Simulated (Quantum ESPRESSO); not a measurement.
**BaFeO3: exchange couplings by hand from total energies**

Aim: get Heisenberg couplings of BaFeO3 from the energies of collinear orders, with pencil and paper, and test them on an order left out of the fit.

Calculated with Quantum ESPRESSO 7.5; LDA with U = 4.5 eV on Fe d (ortho-atomic projectors); plane waves with GBRV 1.5 LDA potentials, no spin-orbit coupling.

## (1) The structure

The structure is cubic, space group Pm-3m (No. 221). Conventional cell: a = 3.952 Å, b = 3.952 Å, c = 3.952 Å, α = 90.00°, β = 90.00°, γ = 90.00°. Nearest to Ba lie 12 O at 2.79 Å. Fe has 6 O at 1.98 Å nearest. O has 2 Fe at 1.98 Å and 4 Ba at 2.79 Å nearest. Farther neighbours and most contacts between anions are not listed.

The cell comes from Materials Project 2023-11-01, a database of computed structures, and need not be the stable phase.

## (2) The parallel order

All energies count from this run.

Input file pw.in:

```
&CONTROL
  calculation = 'scf'
  prefix = 'pwscf'
  outdir = './tmp'
  pseudo_dir = './pseudo'
  disk_io = 'nowf'
/
&SYSTEM
  ibrav = 0
  celldm(1) = 8
  nat = 5
  ntyp = 3
  ecutwfc = 40
  ecutrho = 280
  nbnd = 33
  occupations = 'smearing'
  smearing = 'fd'
  degauss = 0.00367493
  nspin = 2
  starting_magnetization(1) = 0
  starting_magnetization(2) = 0.25
  starting_magnetization(3) = 0
/
&ELECTRONS
  conv_thr = 1d-08
  electron_maxstep = 150
  mixing_beta = 0.3
/
ATOMIC_SPECIES
Ba    137.3270 ba_lda_v1.uspp.F.UPF
Fe     55.8450 fe_lda_v1.5.uspp.F.UPF
O      15.9990 o_lda_v1.2.uspp.F.UPF
CELL_PARAMETERS alat
   0.9334223469669    0.0000000000000    0.0000000000000
   0.0000000000000    0.9334223469669    0.0000000000000
   0.0000000000000    0.0000000000000    0.9334223469669
ATOMIC_POSITIONS crystal
Ba      0.0000000000    0.0000000000    0.0000000000
Fe      0.5000000000    0.5000000000    0.5000000000
O       0.0000000000    0.5000000000    0.5000000000
O       0.5000000000    0.0000000000    0.5000000000
O       0.5000000000    0.5000000000    0.0000000000
K_POINTS automatic
6 6 6 0 0 0
HUBBARD {ortho-atomic}
U Fe-3d 4.5000
```

Started as:

```console
> OMP_NUM_THREADS=1 mpirun -n 4 pw.x -nk 4 -in pw.in > pw.out
```

What it wrote:

```text
Program PWSCF v.7.5 starts
     [... lines left out ...]
     number of atoms/cell      =            5
     [... lines left out ...]
     number of electrons       =        44.00
     number of Kohn-Sham states=           33
     kinetic-energy cutoff     =      40.0000  Ry
     charge density cutoff     =     280.0000  Ry
     scf convergence threshold =      1.0E-08
     [... lines left out ...]
     48 Sym. Ops., with inversion, found
     [... lines left out ...]
     number of k points=    20  Fermi-Dirac smearing, width (Ry)=  0.0037
     [... lines left out ...]
     iteration # 13     ecut=    40.00 Ry     beta= 0.30
     [... lines left out ...]
     Magnetic moment per site  (integrated on atomic sphere of radius R)
     atom   1 (R=0.272)  charge=  6.7826  magn=  0.0084
     atom   2 (R=0.193)  charge= 12.9322  magn=  3.5507
     atom   3 (R=0.193)  charge=  5.3592  magn=  0.0618
     atom   4 (R=0.193)  charge=  5.3592  magn=  0.0618
     atom   5 (R=0.193)  charge=  5.3592  magn=  0.0618
     [... lines left out ...]
     Tr[ns(  2)] (up, down, total) =   4.78406  0.96555  5.74961
     [... lines left out ...]
     the Fermi energy is    10.2987 ev
!    total energy              =    -417.62021109 Ry
     estimated scf accuracy    <          6.8E-10 Ry
     smearing contrib. (-TS)   =      -0.00077257 Ry
     [... lines left out ...]
     total magnetization       =     4.08 Bohr mag/cell
     absolute magnetization    =     4.30 Bohr mag/cell
     convergence has been achieved in  13 iterations
   JOB DONE.
```

Elapsed: 10 s, on 4 MPI ranks of AMD EPYC 9R14 (Zen 4), shared host; peak memory 0.48 GiB.

Spin moment in the atom's sphere by atom:

```
atom  spin moment in the atom's sphere (μB)
 Ba1                                   0.01
 Fe2                                   3.55
  O3                                   0.06
  O4                                   0.06
  O5                                   0.06
```

Read from the output:

```
smearing term TS       : 0.01051 eV
magnetization          : 4.085 μB
absolute magnetization : 4.295 μB
final state            : ferromagnetic
```

## (3) The orders used for the fit

The other orders were run with the same settings, on meshes that hold the same points. Free energies are divided by the number of Fe atoms; q is in fractions of the reciprocal vectors of the first run's cell.

```
                order  atoms   mesh  free energy (eV)   eV per Fe  largest moment (μB)
                  F +      5  6×6×6        -5682.0124  -5682.0124                 3.55
AF q=(1/2,1/2,1/2) +-     10  3×6×6       -11363.5509  -5681.7755                 3.53
```

## (4) Counting neighbours

With E = −Σ J e_i·e_j over ordered pairs of unit vectors, turning a neighbour from parallel to opposed costs 2J a Fe atom. So an order lies 2 Σ n J over the parallel one, n being the opposed neighbours in each shell.

```csv
shell,distance (Å),neighbours,"opposed in AF q=(1/2,1/2,1/2) +-","opposed in AF q=(0,1/2,1/2) +-"
J1,3.95,6,6,4
J2,5.59,12,0,8
```

Only J1 is kept, as an effective coupling that takes up all reversed shells.

## (5) Solving

```
2 × 6 × J1 = +237.0 meV    (AF q=(1/2,1/2,1/2) +-)
J1 = +19.75 meV
```

## (6) The test

The couplings now give the orders that were left out:

```
2 × 4 × (+19.75) = +158.0 meV    (AF q=(0,1/2,1/2) +-)
```

The runs themselves:

| order | atoms | mesh | free energy (eV) | eV per Fe | largest moment (μB) | over the parallel order (meV) | foretold (meV) |
| --- | --- | --- | --- | --- | --- | --- | --- |
| AF q=(0,1/2,1/2) +- | 10 | 6×3×6 | -11363.7355 | -5681.8677 | 3.53 | +144.7 | +158.0 |

## (7) Mean-field temperature

```
gain of F + over disorder = (6 − 2 × 0) × (+19.75) = 118.5 meV
T = 2 × 118.5 / (3 × 0.08617) = 917 K
```

## (8) What came out

| Quantity | Value |
| --- | --- |
| effective J1 (Fe–Fe at 3.95 Å) | 19.8 meV |
| largest miss on the orders left out | 13 meV |
| mean-field ordering temperature | 917 K |

**Reading.** The model misses the order left out by 13 meV, 5.6 % of the largest energy difference, so it holds on this test. The largest moment changes by 0.65 % between the orders. Shells that were dropped are folded into the couplings or show in the miss. Mean field overstates the temperature of the model, and classical spins understate it for small quantum spins, by up to the factor (S+1)/S. The smearing term is large for its width, so states at the Fermi level are partly filled: at this level the cell is a metal or has a gap of a few widths at most.

[Logs and program files are shortened in this print: banners, set-up blocks, solver, clock and traceback lines can be left out without a mark of their own.]

[Logs are printed without paths, hosts, clocks, repeated set-up lines and the standing remarks that a program may print on its own settings, such as how far it seeks lower states.]

[Hosts, paths, dates, database ids (printed as entryN), source tags and the programs' standing remarks are cut or masked in the printed files.]

[Where a cell is said to come from a database of computed structures, the database is the Materials Project.]
